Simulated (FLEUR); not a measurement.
# MnO (Manganosite): a ladder in the smearing, part 4 of 4

Two starts of MnO (Manganosite) are run at each rung of the smearing. Which rung is enough?

FLEUR MaX-R8.1; PBE; all-electron FLAPW, Dirac cores, scalar-relativistic bands.

So far, largest spin moment in the muffin-tin sphere (μB): step 2 (rung 1 (width 0.5 eV), start ferro +) 3.94; step 7 (rung 3 (width 0.12 eV), start antiferro q=(0,1/2,1/2) +-) 4.48; step 8 (rung 4 (width 0.05 eV), start ferro +) 4.47; step 9 (rung 4 (width 0.05 eV), start antiferro q=(0,1/2,1/2) +-) 4.50; step 10 (rung 5 (width 0.02 eV), start ferro +) 4.50.

## Step 11: Rung 5 (width 0.02 eV), start antiferro q=(0,1/2,1/2) +-

The k list default-1 (kpts.xml, not shown) is a Γ-centred 8×4×8 mesh.

File inp.xml:

```
<?xml version="1.0" encoding="UTF-8" standalone="no"?>
<fleurInput fleurInputVersion="0.39">
   <comment>
      MnO
   </comment>
   <calculationSetup>
      <cutoffs Kmax="4.05" Gmax="12.1" GmaxXC="12.1" numbands="0"/>
      <scfLoop itmax="90" minDistance="0.00002" maxIterBroyd="15" imix="Anderson" alpha="0.05" precondParam="0.0" spinf="2.0" sdNocoIR="T"/>
      <coreElectrons ctail="T" frcor="F" kcrel="0" coretail_lmax="0"/>
      <xcFunctional name="pbe" relativisticCorrections="F"/>
      <magnetism jspins="2"/>
      <soc l_soc="F" theta="0.0" phi="0.0" spav="F"/>
      <expertModes spex="0" secvar="F"/>
      <geometryOptimization l_f="F" forcealpha="1.0" forcemix="BFGS" epsdisp="0.00001" epsforce="0.00001"/>
      <ldaU l_linMix="F" mixParam="0.05" spinf="1.0"/>
   </calculationSetup>
   <cell>
      <bzIntegration valenceElectrons="42.0" mode="hist" fermiSmearingEnergy="0.00073499">
         <kPointListSelection listName="default-1"/>
         <xi:include xmlns:xi="http://www.w3.org/2001/XInclude" href="kpts.xml"> </xi:include>
      </bzIntegration>
      <xi:include xmlns:xi="http://www.w3.org/2001/XInclude" href="sym.xml"> </xi:include>
      <bulkLattice scale="1.0">
         <bravaisMatrix>
            <row-1>    0.0000000000000000     4.2008611749857998     4.2008611749857998</row-1>
            <row-2>    8.4017223499715996     0.0000000000000000     8.4017223499715996</row-2>
            <row-3>    8.4017223499715996     4.2008611749857998     4.2008611749857998</row-3>
         </bravaisMatrix>
      </bulkLattice>
   </cell>
   <atomSpecies>
      <species name="Manganese 4.500" element="Mn" atomicNumber="25">
         <mtSphere radius="2.62" gridPoints="867" logIncrement="0.014"/>
         <atomicCutoffs lmax="10" lnonsphr="8"/>
         <electronConfig flipSpins="F">
            <coreConfig>(1s1/2) (2s1/2) (2p1/2) (2p3/2)</coreConfig>
            <valenceConfig>(3s1/2) (3p1/2) (3p3/2) (4s1/2) (3d3/2) (3d5/2)</valenceConfig>
            <stateOccupation state="(3d3/2)" spinUp="1.75" spinDown="0.25"/>
            <stateOccupation state="(3d5/2)" spinUp="3.0" spinDown="0.0"/>
         </electronConfig>
         <energyParameters s="4" p="4" d="3" f="4"/>
         <lo type="SCLO" l="0" n="3" eDeriv="0"/>
         <lo type="SCLO" l="1" n="3" eDeriv="0"/>
      </species>
      <species name="Manganese -4.500" element="Mn" atomicNumber="25">
         <mtSphere radius="2.62" gridPoints="867" logIncrement="0.014"/>
         <atomicCutoffs lmax="10" lnonsphr="8"/>
         <electronConfig flipSpins="F">
            <coreConfig>(1s1/2) (2s1/2) (2p1/2) (2p3/2)</coreConfig>
            <valenceConfig>(3s1/2) (3p1/2) (3p3/2) (4s1/2) (3d3/2) (3d5/2)</valenceConfig>
            <stateOccupation state="(3d3/2)" spinUp="0.25" spinDown="1.75"/>
            <stateOccupation state="(3d5/2)" spinUp="0.0" spinDown="3.0"/>
         </electronConfig>
         <energyParameters s="4" p="4" d="3" f="4"/>
         <lo type="SCLO" l="0" n="3" eDeriv="0"/>
         <lo type="SCLO" l="1" n="3" eDeriv="0"/>
      </species>
      <species name="Oxygen (O)" element="O" atomicNumber="8">
         <mtSphere radius="1.48" gridPoints="489" logIncrement="0.022"/>
         <atomicCutoffs lmax="6" lnonsphr="4"/>
         <electronConfig flipSpins="F">
            <coreConfig>(1s1/2)</coreConfig>
            <valenceConfig>(2s1/2) (2p1/2) (2p3/2)</valenceConfig>
            <stateOccupation state="(2p1/2)" spinUp="0.666667" spinDown="0.666667"/>
            <stateOccupation state="(2p3/2)" spinUp="1.333333" spinDown="1.333333"/>
         </electronConfig>
         <energyParameters s="2" p="2" d="3" f="4"/>
      </species>
   </atomSpecies>
   <atomGroups>
      <atomGroup species="Manganese 4.500">
         <relPos label="                   1">.0000000000 .0000000000 .0000000000</relPos>
         <force calculate="T" relaxXYZ="TTT"/>
      </atomGroup>
      <atomGroup species="Manganese -4.500">
         <relPos label="                   2">.0000000000 1.000/2.000 .0000000000</relPos>
         <force calculate="T" relaxXYZ="TTT"/>
      </atomGroup>
      <atomGroup species="Oxygen (O)">
         <relPos label="                   3">1.000/2.000 .0000000000 1.000/2.000</relPos>
         <force calculate="T" relaxXYZ="TTT"/>
      </atomGroup>
      <atomGroup species="Oxygen (O)">
         <relPos label="                   4">1.000/2.000 1.000/2.000 1.000/2.000</relPos>
         <force calculate="T" relaxXYZ="TTT"/>
      </atomGroup>
   </atomGroups>
   <output dos="F" band="F" slice="F">
      <bandDOS minEnergy="-.5*Htr" maxEnergy="0.5*Htr" sigma="0.015" storeEVData="T"/>
      <plotting iplot="0" polar="F">
         <plot TwoD="T" vec1="  1.0  0.0  0.0" vec2="  0.0  1.0  0.0" vec3="  0.0  0.0  1.0" zero="  0.0  0.0  0.0" file="plot"/>
      </plotting>
      <moessbauerParams electricFieldGradient="F" isomerShift="F" coreHyperfine="F" valenceHyperfine="F"/>
   </output>
</fleurInput>
```

File crystal.txt:

```
MnO
&input film=F cartesian=F /
0.00000000000  2.22300000000  2.22300000000
4.44600000000  0.00000000000  4.44600000000
4.44600000000  2.22300000000  2.22300000000
1.8897261246
1.0 1.0 1.0

4
25 0.00000000000  0.00000000000  0.00000000000 : 4.500
25 0.00000000000  0.50000000000  0.00000000000 : -4.500
8 0.50000000000  0.00000000000  0.50000000000
8 0.50000000000  0.50000000000  0.50000000000

&kpt div1=8 div2=4 div3=8 gamma=T /
```

The run is started by

```bash
> OMP_NUM_THREADS=1 inpgen -f crystal.txt > inpgen.log  # inp.xml is then edited as shown
> OMP_NUM_THREADS=1 mpirun -n 4 fleur_MPI > fleur.log
```

What it wrote:

```text
[banner, memory and clock lines left out]
Welcome to FLEUR        (www.flapw.de)
      MaX-Release 8.1          (www.max-centre.eu)

 ========== k-point set info ==========
 Selected k-point list: default-1
 k-point list type: mesh
 0 x 0 x 0
 Number of k points: 80

 [... set-up left out ...]
 Iteration:     1   Distance:      21.55639924 me/bohr^3
 Iteration:     2   Distance:      18.18968571 me/bohr^3
 Iteration:     3   Distance:       8.63596151 me/bohr^3
 Iteration:     4   Distance:       7.59487781 me/bohr^3
 Iteration:     5   Distance:       3.60888469 me/bohr^3
[...]
<sumOfEigenvalues value="    -1419.1564143044">
               <coreElectrons value="-1393.8898782429"/>
               <valenceElectrons value="-25.2665360614"/>
            </sumOfEigenvalues>
         [... left out ...]
            <freeEnergy value="-2467.8395121906"/>
            <extrapolationTo0K value="-2467.8394797220"/>
         </totalEnergy>
         <densityConvergence units="me/bohr^3">
            <chargeDensity spin="1" distance="0.0000090275"/>
            <chargeDensity spin="2" distance="0.0000081155"/>
            <overallChargeDensity distance="0.0000088960"/>
            <spinDensity distance="0.0000146825"/>
         </densityConvergence>
      </iteration>
```

Wall time 54 s (4 MPI ranks of Intel Xeon 6975P-C (Granite Rapids), shared host); peak memory 0.45 GiB.

This step gave:

| Property | Result |
| --- | --- |
| free energy | -67153.3342 eV |
| program's band gap on this mesh (in a metal only a level spacing) | 5.92e-6 eV |
| magnetization | 0 μB |
| final state | antiferromagnetic |
| largest moment | 4.517 μB |

This start lies -80.4 meV a seeded atom from the first, a change of -0.8 meV since rung 4; its largest moment is 4.52 μB.

## Step 12: Side by side

Ladder, by row:

```
rung  smearing (eV)  state from the first start  state from the second start  second less first (meV a seeded atom)  moment, first (μB)  moment, second (μB)  CPU time (s), all starts
   1            0.5               ferromagnetic            antiferromagnetic                                 -17.89               3.942                3.978                     276.4
   2           0.25               ferromagnetic            antiferromagnetic                                 -48.77               4.354                4.404                     238.9
   3           0.12               ferromagnetic            antiferromagnetic                                 -71.74               4.437                 4.48                     246.8
   4           0.05               ferromagnetic            antiferromagnetic                                  -79.6               4.475                4.504                     246.5
   5           0.02               ferromagnetic            antiferromagnetic                                 -80.44               4.497                4.517                     255.4
```

## Step 13: Summary of results

| Item | Value |
| --- | --- |
| range of the moment in the table, second start | 3.98 to 4.52 μB |
| range of CPU time | 4 min to 4.6 min |
| range of the energy difference | -80.4 to -17.9 meV a seeded atom |
| first rung from which all stay within 4.0 meV of the last, moments within 0.06 μB | 4 |

What this shows: From rung 4 on the result stays within 0.84 meV of the last rung, inside the margin of 4.0 meV (5 % of the last value, 2 meV at least; moments within 0.06 μB), at 97 % of the last rung's cost. The second start ends lower on every rung, so the sign of the difference is steady; whether functional and cell give the true order is another matter. The mesh stays the same, and a narrow smearing needs a finer one, so the last rung is no sure reference. Differences are of free energies, so a wide smearing enters them.

[Logs and program files are shortened in this print: banners, set-up blocks, solver, clock and traceback lines can be left out without a mark of their own.]

[Logs are printed without paths, hosts, clocks, repeated set-up lines and the standing remarks that a program may print on its own settings, such as how far it seeks lower states.]

[Hosts, paths, dates, database ids (printed as entryN), source tags and the programs' standing remarks are cut or masked in the printed files.]

[Where a cell is said to come from a database of computed structures, the database is the Materials Project.]
